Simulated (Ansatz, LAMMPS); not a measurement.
# Which site? P in place of Ge in amorphous Ge at 4.34 g/cm^3 (72 atoms)

At which site of amorphous Ge at 4.34 g/cm^3 (72 atoms) does P in place of Ge cost least, and what about the site decides it?

Program: Ansatz 0.2.0. Level of theory: Kohn-Sham DFT, PBE, PAW (set soft_2), plane waves. Values are calculated unless marked as measured.

## (1) The starting structure

The cell holds 72 atoms: 72 Ge. Cell: a = 12.598 Å, b = 12.598 Å, c = 12.598 Å, α = 90.0°, β = 90.0°, γ = 90.0°. 72 atoms (72 Ge) placed at random at 4.34 g/cm³, melted at 3500 K for 10 ps at fixed volume with the Tersoff potential (Tersoff, Phys. Rev. B 39, 5566 (1989)). Quenched from 3500 K to 300 K at 20 K/ps and fixed volume, annealed at 800 K for 20 ps, held 5 ps, then minimised at fixed cell.

What the set-up can't give: The quench rate of 20 K/ps is orders of magnitude faster than experiment, which tends to freeze in extra defects. The network of bonds at the start is that of the classical potential that made the cell, and needn't be the one that DFT or experiment would give. The Brillouin zone is sampled at Γ only, in a cell whose shortest periodic width is 13 Å.

## (2) Single point at the start

The forces at the start show how far the geometry lies from a minimum of this functional.

input.yaml

```yaml
crystal:
  lattice:
    - [12.598, 0.0, 0.0]
    - [0.0, 12.598, 0.0]
    - [0.0, 0.0, 12.598]
  atoms:
    - { symbol: Ge, position: [0.22114, 0.46727, 0.33535] }
    - { symbol: Ge, position: [0.63436, 0.61814, 0.07884] }
    - { symbol: Ge, position: [0.96544, 0.91283, 0.02579] }
    - { symbol: Ge, position: [0.06168, 0.19762, 0.03614] }
    - { symbol: Ge, position: [0.14068, 0.68114, 0.59076] }
    - { symbol: Ge, position: [0.1472, 0.87739, 0.61703] }
    - { symbol: Ge, position: [0.71082, 0.15326, 0.67925] }
    - { symbol: Ge, position: [0.64163, 0.56382, 0.39786] }
    - { symbol: Ge, position: [0.99715, 0.19288, 0.34097] }
    - { symbol: Ge, position: [0.91168, 0.83071, 0.85376] }
    - { symbol: Ge, position: [0.00386, 0.3559, 0.92221] }
    - { symbol: Ge, position: [0.69654, 0.75215, 0.45067] }
    - { symbol: Ge, position: [0.71576, 0.7229, 0.64313] }
    - { symbol: Ge, position: [0.92307, 0.3506, 0.43013] }
    - { symbol: Ge, position: [0.02312, 0.49648, 0.35448] }
    - { symbol: Ge, position: [0.92577, 0.52214, 0.1829] }
    - { symbol: Ge, position: [0.6549, 0.94342, 0.05788] }
    - { symbol: Ge, position: [0.56989, 0.45121, 0.99089] }
    - { symbol: Ge, position: [0.62496, 0.7722, 0.95666] }
    - { symbol: Ge, position: [0.96978, 0.62693, 0.49998] }
    - { symbol: Ge, position: [0.7264, 0.8378, 0.80092] }
    - { symbol: Ge, position: [0.83016, 0.99559, 0.14079] }
    - { symbol: Ge, position: [0.00568, 0.95499, 0.73152] }
    - { symbol: Ge, position: [0.52117, 0.74364, 0.65089] }
    - { symbol: Ge, position: [0.28313, 0.57296, 0.49813] }
    - { symbol: Ge, position: [0.73951, 0.20073, 0.87096] }
    - { symbol: Ge, position: [0.16532, 0.64971, 0.78343] }
    - { symbol: Ge, position: [0.98856, 0.65018, 0.87092] }
    - { symbol: Ge, position: [0.53787, 0.8984, 0.20142] }
    - { symbol: Ge, position: [0.28846, 0.01407, 0.3525] }
    - { symbol: Ge, position: [0.761, 0.61676, 0.23498] }
    - { symbol: Ge, position: [0.89924, 0.09436, 0.63321] }
    - { symbol: Ge, position: [0.87309, 0.74485, 0.35626] }
    - { symbol: Ge, position: [0.25812, 0.01686, 0.91626] }
    - { symbol: Ge, position: [0.04449, 0.61589, 0.05486] }
    - { symbol: Ge, position: [0.61613, 0.92295, 0.37674] }
    - { symbol: Ge, position: [0.16193, 0.46744, 0.98851] }
    - { symbol: Ge, position: [0.1233, 0.93422, 0.43101] }
    - { symbol: Ge, position: [0.95159, 0.03898, 0.4434] }
    - { symbol: Ge, position: [0.91324, 0.17953, 0.16462] }
    - { symbol: Ge, position: [0.26171, 0.85569, 0.04451] }
    - { symbol: Ge, position: [0.26488, 0.48376, 0.81705] }
    - { symbol: Ge, position: [0.29931, 0.3096, 0.44215] }
    - { symbol: Ge, position: [0.47735, 0.70497, 0.83668] }
    - { symbol: Ge, position: [0.74651, 0.42464, 0.50113] }
    - { symbol: Ge, position: [0.46222, 0.01964, 0.46521] }
    - { symbol: Ge, position: [0.61367, 0.00089, 0.76] }
    - { symbol: Ge, position: [0.479, 0.21674, 0.45849] }
    - { symbol: Ge, position: [0.29618, 0.9312, 0.73603] }
    - { symbol: Ge, position: [0.4629, 0.51236, 0.83846] }
    - { symbol: Ge, position: [0.49087, 0.43877, 0.65429] }
    - { symbol: Ge, position: [0.8177, 0.93924, 0.33262] }
    - { symbol: Ge, position: [0.87738, 0.49399, 0.81536] }
    - { symbol: Ge, position: [0.29842, 0.77768, 0.86045] }
    - { symbol: Ge, position: [0.94026, 0.18204, 0.82216] }
    - { symbol: Ge, position: [0.3928, 0.13034, 0.03533] }
    - { symbol: Ge, position: [0.27299, 0.41302, 0.14281] }
    - { symbol: Ge, position: [0.82759, 0.55725, 0.62841] }
    - { symbol: Ge, position: [0.19801, 0.18619, 0.32258] }
    - { symbol: Ge, position: [0.22964, 0.22259, 0.13186] }
    - { symbol: Ge, position: [0.0622, 0.04453, 0.91188] }
    - { symbol: Ge, position: [0.58221, 0.08335, 0.94406] }
    - { symbol: Ge, position: [0.46693, 0.93643, 0.64473] }
    - { symbol: Ge, position: [0.36428, 0.9736, 0.17046] }
    - { symbol: Ge, position: [0.61424, 0.29822, 0.5793] }
    - { symbol: Ge, position: [0.87496, 0.36061, 0.083] }
    - { symbol: Ge, position: [0.29331, 0.41016, 0.62214] }
    - { symbol: Ge, position: [0.74484, 0.38354, 0.93405] }
    - { symbol: Ge, position: [0.44791, 0.32914, 0.09226] }
    - { symbol: Ge, position: [0.48147, 0.59494, 0.52824] }
    - { symbol: Ge, position: [0.06136, 0.79238, 0.31106] }
    - { symbol: Ge, position: [0.09103, 0.79577, 0.11732] }
kpoints:
  mp_grid: { grid: [1, 1, 1] }
hamiltonian:
  xc: pbe
scf:
  occupations: { method: fermi_dirac, width: 0.025 }
output:
  forces: true
```

The run is started by

```sh
$ ansatz run input.yaml --threads 8 --pin off --max-ram 15872MiB --backend cpu --events-out ev --progress --plain --runs-dir out
```

What it wrote:

```text
[...]
Pseudopotentials: kind: paw
Pseudopotential: Ge, paw, valence charge 14, recommended cutoff 420 eV (normal), Ge.paw.azcp
[... 5 lines on functional and potentials left out ...]
Crystal: 72 atoms, lattice volume = 1999.424 Å³
Basis set: ecut = 420 eV, 39127 PW (Γ), exchange–correlation on 180×180×180 points (8 copies of the dense FFT grid, shifted against one another)
Bands: 576, of which v1, the nominal top of the filled ones, is band 504 counted from 1 (503 counted from 0)
Symmetry: 1 space group operations
Space group: P1 (ITA 1), of the structure as read, at distance tolerance 1.3e-4 Å
k-points: 1
[... 3 lines on functional and potentials left out ...]
Initial density: superposition of atomic densities (neutral atoms: chi_scale 0, normalization atom), corrected by the library's trained network
Initial wavefunctions: pseudopotential atomic-orbital guess
[...]
SCF iter   1: F=—  HF=-309218.034322 eV  |F-HF|=—  |Δ(HF+E_count)|=         —  Δρ=3.60e-3  dr2=1.02e0  ethr=1.77e-3  ⟨swp⟩=6.0  Hψ=1893  notcnv=0  defer=47
preconditioner: auto → LDOS  [insulator: Δε(μ)=0.083 eV  Ē_g=21.251 eV  σ=0.025 eV  W_gap=0.68  n_scr=460 (ndim 8)  ℏωp=26.4 eV  f_vac=0.192  D(μ)=21.65/eV (n_scr^D=80)  ε∞_Penn≈2.5  β→1.0]
[...]
SCF iter  12: F=—  HF=-309217.883977 eV  |F-HF|=—  |Δ(HF+E_count)|=   1.29e-8  Δρ=1.50e-6  dr2=1.22e-7  ethr=7.86e-11  ⟨swp⟩=2.0  Hψ=1007  notcnv=0  defer=57
SCF iter  13: F=-309217.883977 eV  HF=-309217.883977 eV  |F-HF|=9.14e-9  |Δ(HF+E_count)|=   1.16e-8  Δρ=5.99e-7  dr2=1.75e-8  ethr=9.92e-12  ⟨swp⟩=4.0  Hψ=1592  notcnv=0
SCF 1 converged in 13 iterations: F = -309217.883977 eV  dr2 = 1.75e-8
[...]
SCF converged after 13 iterations
Free energy (F): -309217.883977 eV
Harris-Foulkes:  -309217.883977 eV  (|F-HF|=9.14e-9)
Internal energy: -309217.820100 eV  (E = F + TS)
E sigma→0 (E₀):  -309217.852038 eV
Entropy (-TS):   -0.063877 eV (-0.887 meV/atom)
Fermi energy:    6.102472 eV
--- Per-component energies (eV) ---
[...]
Σ components = -309217.883977   (vs F -309217.883977, Δ=0.00e0)
--- Forces (eV/Å), atoms counted from 1 ---
  atom   1  Ge     0.38898429     0.03051721     0.07122386
  atom   2  Ge    -0.37970847     0.40947081     0.33674271
  atom   3  Ge    -0.04131989     0.00971080    -0.25048248
  atom   4  Ge    -0.00538335     0.10715623     0.19350057
[...]
atom  72  Ge     0.04821942     0.12128540     0.14106351
  max |Σ_I F_I| component: 1.47e-5 eV/Å
```

Wall time 27 s (8 threads of Intel Xeon at 2.70GHz, shared host); peak memory 3.1 GiB.

The r.m.s. force at the start is 0.24 eV/Å.

## (3) Relaxation

The atoms are relaxed in the fixed cell, aiming at the force tolerance of the input.

input.yaml

```yaml
crystal:
  lattice:
    - [12.598, 0.0, 0.0]
    - [0.0, 12.598, 0.0]
    - [0.0, 0.0, 12.598]
  atoms:
    [... the 72 atom lines of step 2 ...]
kpoints:
  mp_grid: { grid: [1, 1, 1] }
hamiltonian:
  xc: pbe
scf:
  occupations: { method: fermi_dirac, width: 0.025 }
output:
  forces: true
relax:
  f_tol: 0.05
  max_steps: 150
```

What it wrote:

```text
[...]
Crystal: 72 atoms, lattice volume = 1999.424 Å³
Basis set: ecut = 420 eV, 39127 PW (Γ), exchange–correlation on 180×180×180 points (8 copies of the dense FFT grid, shifted against one another)
Bands: 605, of which v1, the nominal top of the filled ones, is band 504 counted from 1 (503 counted from 0)
Symmetry: 1 space group operations
[...]
k-points: 1
[...]
SCF iter   1: F=—  HF=-309218.033708 eV  |F-HF|=—  |Δ(HF+E_count)|=         —  Δρ=3.60e-3  dr2=1.02e0  ethr=1.77e-3  ⟨swp⟩=6.0  Hψ=1978  notcnv=0  defer=70
[...]
SCF iter   9: F=-309217.883962 eV  HF=-309217.883978 eV  |F-HF|=1.60e-5  |Δ(HF+E_count)|=   4.39e-6  Δρ=1.69e-5  dr2=2.11e-5  ethr=6.20e-9  ⟨swp⟩=3.0  Hψ=1602  notcnv=0
SCF 1 converged in 9 iterations: F = -309217.883962 eV  dr2 = 2.11e-5
[...]
relax step   1: F+E_penalty+E_count = -309217.88396231 eV  Δ(F+E_penalty+E_count) = +0.000e0 eV  max|allowed force component| = 7.968e-1 eV/Å  Δτ_max = 0.0000 Å  (9 SCF iters, dr2 threshold 6.25e-5 eV, accepted)
[...]
relax step   2: F+E_penalty+E_count = -309219.21774107 eV  Δ(F+E_penalty+E_count) = -1.334e0 eV  max|allowed force component| = 6.783e-1 eV/Å  Δτ_max = 0.1949 Å  (7 SCF iters, dr2 threshold 3.97e-5 eV, accepted)
[...]
relax step   3: F+E_penalty+E_count = -309219.89651429 eV  Δ(F+E_penalty+E_count) = -6.788e-1 eV  max|allowed force component| = 5.552e-1 eV/Å  Δτ_max = 0.1952 Å  (8 SCF iters, dr2 threshold 2.88e-5 eV, accepted)
relax step   4: F+E_penalty+E_count = -309220.36558963 eV  Δ(F+E_penalty+E_count) = -4.691e-1 eV  max|allowed force component| = 4.690e-1 eV/Å  Δτ_max = 0.1951 Å  (7 SCF iters, dr2 threshold 1.00e-4 eV, accepted)
relax step   5: F+E_penalty+E_count = -309220.79763711 eV  Δ(F+E_penalty+E_count) = -4.320e-1 eV  max|allowed force component| = 3.642e-1 eV/Å  Δτ_max = 0.1984 Å  (6 SCF iters, dr2 threshold 1.00e-4 eV, accepted)
relax step   6: F+E_penalty+E_count = -309221.10064838 eV  Δ(F+E_penalty+E_count) = -3.030e-1 eV  max|allowed force component| = 2.198e-1 eV/Å  Δτ_max = 0.1953 Å  (7 SCF iters, dr2 threshold 8.00e-5 eV, accepted)
relax step   7: F+E_penalty+E_count = -309221.26997831 eV  Δ(F+E_penalty+E_count) = -1.693e-1 eV  max|allowed force component| = 1.092e-1 eV/Å  Δτ_max = 0.1950 Å  (8 SCF iters, dr2 threshold 1.76e-5 eV, accepted)
relax step   8: F+E_penalty+E_count = -309221.32433619 eV  Δ(F+E_penalty+E_count) = -5.436e-2 eV  max|allowed force component| = 6.294e-2 eV/Å  Δτ_max = 0.1185 Å  (9 SCF iters, dr2 threshold 2.94e-6 eV, accepted)
[...]
relax step   9: F+E_penalty+E_count = -309221.33698183 eV  Δ(F+E_penalty+E_count) = -1.265e-2 eV  max|allowed force component| = 4.631e-2 eV/Å  Δτ_max = 0.0518 Å  (11 SCF iters, accepted)
SCF converged after 11 iterations
Free energy (F): -309221.336982 eV
[...]
Internal energy: -309221.335913 eV  (E = F + TS)
E sigma→0 (E₀):  -309221.336447 eV
Entropy (-TS):   -0.001069 eV (-0.015 meV/atom)
Fermi energy:    5.993887 eV
[...]
--- Forces (eV/Å), atoms counted from 1 ---
  atom   1  Ge     0.00769858     0.02316228     0.00992943
  atom   2  Ge    -0.00951126     0.00102345     0.01464907
  atom   3  Ge     0.01665476    -0.01108582    -0.00517426
  atom   4  Ge    -0.00680082    -0.00410510    -0.02839439
  atom   5  Ge    -0.00793964     0.01145226    -0.01925215
  atom   6  Ge    -0.00597880    -0.02772926     0.00491750
  atom   7  Ge     0.00738938    -0.01286550     0.00465944
  atom   8  Ge    -0.01350244    -0.00567995     0.01632987
  atom   9  Ge    -0.01463084     0.00166664    -0.01611310
  atom  10  Ge    -0.00942024     0.01993178     0.00400518
  atom  11  Ge    -0.01961404    -0.00286342    -0.01027822
  atom  12  Ge     0.02610741     0.02112506    -0.00699159
  atom  13  Ge     0.01341254     0.00272909    -0.00590917
  atom  14  Ge     0.01415489     0.02539157    -0.00101022
[...]
atom  71  Ge    -0.01009079    -0.04354260     0.00806313
  atom  72  Ge    -0.00155072     0.00653884     0.01522785
  max |Σ_I F_I| component: 1.18e-5 eV/Å
--- Relaxed structure (9 steps of the walk, 9 accepted, 0 SCFs on fresh bases) ---
  F+E_penalty+E_count = -309221.33698183 eV   max|allowed force component| = 4.631e-2 eV/Å
  atoms:
    - { symbol: Ge, position: [0.236005, 0.463240, 0.338747] }
    - { symbol: Ge, position: [0.612191, 0.666429, 0.112917] }
    - { symbol: Ge, position: [0.967739, 0.915812, 0.024843] }
    - { symbol: Ge, position: [0.067749, 0.192646, 0.026080] }
[...]
- { symbol: Ge, position: [0.088476, 0.801668, 0.128876] }
```

Wall time 2.5 min (8 threads); peak memory 3.2 GiB; 17 min of CPU time.

The relaxation converged after 9 steps, 3.45 eV below its start, with a largest force component of 0.046 eV/Å.

## (4) Single point at the relaxed geometry

One more single point at the end of the walk gives the fuller output and checks the residual forces.

input.yaml

```yaml
crystal:
  lattice:
    - [12.598, 0.0, 0.0]
    - [0.0, 12.598, 0.0]
    - [0.0, 0.0, 12.598]
  atoms:
    - { symbol: Ge, position: [0.236, 0.46324, 0.33875] }
    - { symbol: Ge, position: [0.61219, 0.66643, 0.11292] }
    - { symbol: Ge, position: [0.96774, 0.91581, 0.02484] }
    - { symbol: Ge, position: [0.06775, 0.19265, 0.02608] }
    - { symbol: Ge, position: [0.1372, 0.69082, 0.59347] }
    - { symbol: Ge, position: [0.15397, 0.88966, 0.61453] }
    [... 60 atom lines left out ...]
    - { symbol: Ge, position: [0.3012, 0.42282, 0.62151] }
    - { symbol: Ge, position: [0.72277, 0.4064, 0.94746] }
    - { symbol: Ge, position: [0.4769, 0.30743, 0.16211] }
    - { symbol: Ge, position: [0.47793, 0.57832, 0.52068] }
    - { symbol: Ge, position: [0.09148, 0.75896, 0.32904] }
    - { symbol: Ge, position: [0.08848, 0.80167, 0.12888] }
kpoints:
  mp_grid: { grid: [1, 1, 1] }
hamiltonian:
  xc: pbe
scf:
  occupations: { method: fermi_dirac, width: 0.025 }
output:
  forces: true
  stress: true
  populations: true
  dos:
    method: { smearing: { sigma: 0.08 } }
    de: 0.1
    projected: { site_lists: { Ge: [Ge] } }
  eigenvalues: true
  write_density: true
  write_potential: true
  volumetric_format: npy
```

What it wrote:

```text
[...]
Crystal: 72 atoms, lattice volume = 1999.424 Å³
Basis set: ecut = 420 eV, 39127 PW (Γ), exchange–correlation on 180×180×180 points (8 copies of the dense FFT grid, shifted against one another)
Bands: 605, of which v1, the nominal top of the filled ones, is band 504 counted from 1 (503 counted from 0)
Symmetry: 1 space group operations
[...]
k-points: 1
[...]
SCF iter   1: F=—  HF=-309221.454276 eV  |F-HF|=—  |Δ(HF+E_count)|=         —  Δρ=3.20e-3  dr2=5.96e-1  ethr=1.77e-3  ⟨swp⟩=6.0  Hψ=2142  notcnv=0  defer=8
[...]
SCF iter  14: F=-309221.336984 eV  HF=-309221.336984 eV  |F-HF|=1.05e-8  |Δ(HF+E_count)|=   1.10e-7  Δρ=6.75e-7  dr2=3.59e-8  ethr=9.92e-12  ⟨swp⟩=12.0  Hψ=3797  notcnv=0
SCF 1 converged in 14 iterations: F = -309221.336984 eV  dr2 = 3.59e-8
[...]
SCF converged after 14 iterations
Free energy (F): -309221.336984 eV
[...]
Internal energy: -309221.335914 eV  (E = F + TS)
E sigma→0 (E₀):  -309221.336449 eV
Entropy (-TS):   -0.001070 eV (-0.015 meV/atom)
Fermi energy:    5.993870 eV
[...]
--- Forces (eV/Å), atoms counted from 1 ---
  atom   1  Ge     0.00809228     0.02308568     0.00947274
  atom   2  Ge    -0.00928654     0.00077543     0.01479386
  atom   3  Ge     0.01663590    -0.01129703    -0.00509373
  atom   4  Ge    -0.00718787    -0.00427688    -0.02845630
  atom   5  Ge    -0.00808089     0.01170491    -0.01895265
  atom   6  Ge    -0.00636172    -0.02790586     0.00444504
  atom   7  Ge     0.00723758    -0.01317453     0.00457775
  atom   8  Ge    -0.01357817    -0.00546893     0.01650619
  atom   9  Ge    -0.01491645     0.00142561    -0.01603196
  atom  10  Ge    -0.00891679     0.02014046     0.00428071
  atom  11  Ge    -0.01955266    -0.00298023    -0.01026132
  atom  12  Ge     0.02629231     0.02060588    -0.00660209
  atom  13  Ge     0.01311421     0.00213369    -0.00686866
  atom  14  Ge     0.01406874     0.02511527    -0.00087266
[...]
atom  71  Ge    -0.01000976    -0.04344291     0.00828583
  atom  72  Ge    -0.00169910     0.00649232     0.01463110
  max |Σ_I F_I| component: 1.38e-5 eV/Å
--- Stress (GPa, compression-positive) ---
       -1.269701       0.793999       0.050671
        0.793999      -0.425944      -0.236553
        0.050671      -0.236553      -2.219135
  P = ⅓ Tr σ = -1.3049 GPa (-13.049 kbar)
--- Band table (eV) ---
[...]
--- Löwdin populations: 72 sites ---
  site symbol       q [e]
     0     Ge     13.9741
     1     Ge     13.9779
     2     Ge     13.9786
[...]
71     Ge     14.0101
  spilling = 0.001772 (of n_electrons = 1008.000000)
```

Run time: 37 s. Hardware: 8 threads; peak memory 3.2 GiB; 4 min of CPU time.

The run gave:

```yaml
free_energy: -309221.3370 eV
free_energy_per_atom: -4294.7408 eV/atom
scf_cycles: 14
pressure: -1.305 GPa
r_m_s_force_component: 0.01389 eV/Å
longest_force: 0.05506 eV/Å
fermi_energy: 5.994 eV
spacing_of_highest_filled_and_lowest_empty_level: 0.3289 eV
spilling_of_the_projection: 0.001772
```

(Part 1 of 3 ends here.)

[Long decimals in the printed logs are rounded to 6 places.]

[Logs are printed without paths, hosts, clocks, repeated set-up lines and the standing remarks that a program may print on its own settings, such as how far it seeks lower states.]

[Hosts, paths, dates, database ids (printed as entryN), source tags and the programs' standing remarks are cut or masked in the printed files.]
